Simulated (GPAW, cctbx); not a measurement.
# CaNbCdF: what bonding does to one electron reflection, worked out

CaNbCdF, P4/nmm (no. 129, origin choice 1), a = 3.7509 Å, b = 3.7509 Å, c = 12.4571 Å, α = 90.00°, β = 90.00°, γ = 90.00°.

```csv
atom,mult.,x,y,z
Cd1,2,0,0,0
Nb1,2,0,1/2,0.1875
Ca1,2,0,1/2,0.6107
F1,2,0,0,1/2
```

The start was made by putting kin elements into a known structure type; the compound need not exist, or be stable, in this form.

A DFT run (GPAW, PBE, 550 eV, 6×6×2 k-points (along the axes of the calculation cell), Fermi–Dirac width 0.1 eV) gives the static X-ray structure factor of 001 as 78.018 e for the conventional cell; superposed free atoms give 78.125 e. **Problem.** Find the Fourier component V of the crystal potential and the two-beam extinction distance at 200 kV in both cases.

**1. Geometry**

The cell volume is Ω = 175.26 Å³ and d(001) = 12.4571 Å, so g = 1/d = 0.0803 Å⁻¹.

**2. The nuclei**

Electrons feel nuclei as well as electrons, so the nuclear charges are summed with the same phases.

Phase sums Σ exp(2πi h·x), turned so that the total is real and positive: Cd +2.000, Nb +0.765, Ca -1.536, F -2.000. Then F_Z = 48 × (+2.000) + 41 × (+0.765) + 20 × (-1.536) + 9 × (-2.000) = 78.67 e. The electron term has the same sign for this reflection.

**3. Mott–Bethe**

Poisson's equation, term by term, gives V = (e/4πε₀)(F_Z − F)/(πΩg²), with e/4πε₀ = 14.3996 V Å.

The prefactor is 14.3996 × 12.4571²/(π × 175.26) = 4.05835 V per electron. Free atoms: (78.67 − 78.125) × 4.05835 = 2.205 V. Crystal: (78.67 − 78.018) × 4.05835 = 2.639 V. F changes by -0.14 % and V by +19.7 %: the same 0.11 e is measured against F_Z − F = 0.5 e in place of F = 78.1 e.

**4. Extinction distance**

In the two-beam case ξ = 1/(λU) with U = 2γm₀eV/h², that is ξ = 150.41 V Å²/(γλV).

At 200 kV, λ = 0.02508 Å and γ = 1.3914. Free atoms: ξ = 1955 Å. Crystal: ξ = 1633 Å. The thickness fringes go as sin²(πt/ξ), so the two patterns slip by a quarter of a period when t|1/ξ₁ − 1/ξ₀| = 1/4, at t ≈ 248 nm. Thermal motion, absorption and many-beam coupling, left out here, change a real pattern.

**5. Answer**

V(001) is 2.64 V against 2.21 V, and ξ is 1633 against 1955 Å. Limits: static atoms, two beams.

[Outputs are excerpts: Python notices, other lines and further rows are left out; steps that failed or that the build refused (PBEsol, TPSS) are not shown.]

[Logs are printed without paths, hosts, clocks, repeated set-up lines and the standing remarks that a program may print on its own settings, such as how far it seeks lower states.]
